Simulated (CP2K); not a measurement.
Consider 2-methylpyridine at its PBE geometry (Å).

```xyz
14

C     2.2131   -0.2547    0.1563
C     0.7125   -0.1672    0.0532
C     0.0600    1.0776    0.0167
C    -1.3278    1.1206   -0.0873
C    -2.0345   -0.0830   -0.1494
C    -1.3068   -1.2725   -0.1033
N     0.0345   -1.3320   -0.0062
H     2.6978    0.2580   -0.6875
H     2.5771    0.2225    1.0778
H     2.5232   -1.3050    0.1560
H     0.6423    1.9979    0.0702
H    -1.8506    2.0768   -0.1188
H    -3.1206   -0.1023   -0.2313
H    -1.8200   -2.2367   -0.1463
```

Method: CP2K XAS_TDP, all-electron GAPW, PBEh(45%), aug-cc-pVDZ, TDA, GW2X-corrected core level, no relativity.

**Question.** Predict the bright core excitations at the C K edge.

Leading lines: C1 290.10 eV, C2 287.43 eV, C3 287.08 eV, C4 287.08 eV, C5 287.27 eV and C6 287.44 eV. The leading line of an atom is its first one with 35 % of the strongest within 2.5 eV of its lowest line over the strength cut. Core ionisation energies at this level: C4 292.45, C6 292.70, C3 291.91, C5 291.96, C1 292.06 and C2 292.71 eV.

The first six lines of each atom with a strength over 0.0015:

| atom | energy (eV) | states | strength, one atom | above the computed threshold |
| --- | --- | --- | --- | --- |
| C1 (bonded to C and 3 H) | 289.91 | 1 | 0.0026 |  |
|  | 290.10 | 1 | 0.0065 |  |
|  | 291.03 | 1 | 0.0129 |  |
|  | 291.12 | 1 | 0.0160 |  |
|  | 291.27 | 1 | 0.0048 |  |
|  | 291.71 | 1 | 0.0048 |  |
| C2 (bonded to 2 C and N) | 287.43 | 1 | 0.0583 |  |
|  | 292.49 | 1 | 0.0037 |  |
|  | 293.18 | 1 | 0.0029 | yes |
|  | 293.52 | 1 | 0.0040 | yes |
|  | 294.02 | 2 | 0.0090 | yes |
|  | 294.14 | 1 | 0.0027 | yes |
| C3 (bonded to 2 C and H) | 287.08 | 1 | 0.0468 |  |
|  | 289.95 | 1 | 0.0105 |  |
|  | 291.05 | 1 | 0.0041 |  |
|  | 291.38 | 1 | 0.0030 |  |
|  | 291.59 | 1 | 0.0023 |  |
|  | 292.40 | 1 | 0.0045 | yes |
| C4 (bonded to 2 C and H) | 287.08 | 1 | 0.0540 |  |
|  | 290.39 | 1 | 0.0112 |  |
|  | 291.61 | 1 | 0.0025 |  |
|  | 292.03 | 1 | 0.0028 |  |
|  | 292.43 | 1 | 0.0023 |  |
|  | 293.06 | 1 | 0.0042 | yes |
| C5 (bonded to 2 C and H) | 287.27 | 1 | 0.0492 |  |
|  | 289.97 | 1 | 0.0107 |  |
|  | 291.00 | 1 | 0.0018 |  |
|  | 291.65 | 1 | 0.0023 |  |
|  | 291.75 | 1 | 0.0025 |  |
|  | 292.09 | 1 | 0.0039 | yes |
| C6 (bonded to C, N and H) | 287.44 | 1 | 0.0549 |  |
|  | 290.91 | 1 | 0.0105 |  |
|  | 291.74 | 1 | 0.0028 |  |
|  | 292.40 | 1 | 0.0029 |  |
|  | 293.36 | 1 | 0.0024 | yes |
|  | 293.45 | 1 | 0.0040 | yes |

Lines are vertical, at one geometry, with no vibrational structure. GW2X ionisation energies and lines can be off by 1 to 2 eV either way, and a good line position may hide errors that cancel. These values hold no scalar relativity, about 0.1 eV for C 1s. Rydberg lines, and the discretised continuum above threshold, depend on the basis and the box.

[Banner, clock and machine lines of the logs are left out without a mark of their own.]

[Logs are printed without paths, hosts, clocks, repeated set-up lines and the standing remarks that a program may print on its own settings, such as how far it seeks lower states.]

[Hosts, paths, dates, database ids (printed as entryN), source tags and the programs' standing remarks are cut or masked in the printed files.]
